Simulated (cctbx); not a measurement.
**Interatomic vectors of MgNiGeP2O9**

Space group Pnma (no. 62), a = 14.6980 Å, b = 6.4550 Å, c = 7.4970 Å, α = 90.00°, β = 90.00°, γ = 90.00°, content Ge4 Ni4 P8 Mg4 O36.

The data are simulated with cctbx, not measured: Mo Kα, λ = 0.71073 Å, to d = 0.84 Å, 80 % of the full sphere, strongest reflection 70000 counts, noise from counting, a 6 % proportional error and a noise floor of 2 counts (s.d.); no absorption, some extinction.

Patterson synthesis from sharpened amplitudes, origin scaled to 1000:

```text
Patterson group P m m m
      u       v       w   height  length (A)
  0.000   0.000   0.000   1000.0     0.00
  0.000   0.500   0.000    350.4     3.23
  0.500   0.000   0.500    298.5     8.25
  0.500   0.500   0.500    296.9     8.86
  0.500   0.000   0.218    292.2     7.53
  0.267   0.500   0.500    216.2     6.32
  0.117   0.253   0.355    183.2     3.56
  0.384   0.249   0.143    167.9     5.97
  0.082   0.500   0.500    161.1     5.09
  0.316   0.000   0.500    153.7     5.97
  0.115   0.000   0.500    151.6     4.11
  0.191   0.000   0.000    127.5     2.81
  0.000   0.264   0.500    118.8     4.12
  0.234   0.500   0.290    108.4     5.20
```

**Question.** Which atom pairs make the peaks, and where is the heaviest atom?

A peak at u stands for all pairs with xi − xj = u, with weight Σ ZiZj against Σ Z² = 11912 at the origin. Peak heights follow these weights only roughly, since form factors, motion and series ripples differ, all vectors within 0.55 Å of a peak are counted as merged into it though the farther ones add only part of their weight, and F(000) is left out, which lowers the whole map:

| u | v | w | shortest length (Å) | height | 1000 ΣZiZj/ΣZ² | pairs in the cell |
| --- | --- | --- | --- | --- | --- | --- |
| 0.000 | 0.500 | 0.000 | 3.23 | 350 | 492 | 4 × Ni–Ni, 8 × P–Mg, 20 × O–O |
| 0.500 | 0.000 | 0.500 | 8.25 | 298 | 285 | 4 × Ni–Ni, 4 × O–O |
| 0.500 | 0.500 | 0.500 | 8.86 | 297 | 285 | 4 × Ni–Ni, 4 × O–O |
| 0.500 | 0.000 | 0.218 | 7.53 | 292 | 401 | 2 × Ge–Ge, 24 × O–O, 4 × P–P, 2 × Mg–Mg |
| 0.267 | 0.500 | 0.500 | 6.31 | 216 | 193 | 2 × Ge–Ge, 4 × O–O |
| 0.117 | 0.253 | 0.355 | 3.56 | 183 | 204 | 2 × Ge–Ni, 10 × O–O |
| 0.384 | 0.249 | 0.143 | 5.97 | 168 | 172 | 2 × Ge–Ni, 4 × O–O |
| 0.082 | 0.500 | 0.500 | 5.09 | 161 | 263 | 4 × Ge–P, 4 × P–O, 2 × P–P, 2 × Mg–Mg |
| 0.316 | 0.000 | 0.500 | 5.97 | 154 | 234 | 4 × Ge–P, 4 × P–O, 4 × Mg–O |
| 0.115 | 0.000 | 0.500 | 4.11 | 152 | 391 | 4 × Ge–Mg, 4 × Ge–O, 4 × P–P, 4 × P–Mg, 4 × P–O |

The table stops at ten peaks or at a height of 45, below which ripples compete. In the model behind the data Ge, the heaviest element, has 1 independent site: (0.3836, 3/4, 0.1451), up to an allowed shift of origin; the Ge–Ge vectors are differences of these positions and their symmetry mates. Elements of similar Z can't be told apart from the map alone. The whole model:

```csv
atom,mult.,x,y,z,Ueq (Å²)
Ge1,4,0.3836,3/4,0.1451,0.0269
Ni1,4,0,0,0,0.0271
P1,4,0.1980,3/4,0.1110,0.0261
P2,4,0.4311,1/4,0.1378,0.0316
Mg1,4,0.7199,1/4,0.3860,0.0350
O1,4,0.9925,3/4,0.4944,0.0363
O2,4,0.7693,3/4,0.5472,0.0280
O3,8,0.1373,0.9524,0.6281,0.0375
O4,4,0.2618,3/4,0.2902,0.0340
O5,4,0.4410,3/4,0.3462,0.0422
O6,4,0.9752,1/4,0.1679,0.0362
O7,8,0.1406,0.5415,0.1071,0.0352
```

The model was made for the exercise: a known structure type with other elements put in, its volume estimated, not relaxed; displacement parameters are assumed.

[Logs are printed without paths, hosts, clocks, repeated set-up lines and the standing remarks that a program may print on its own settings, such as how far it seeks lower states.]
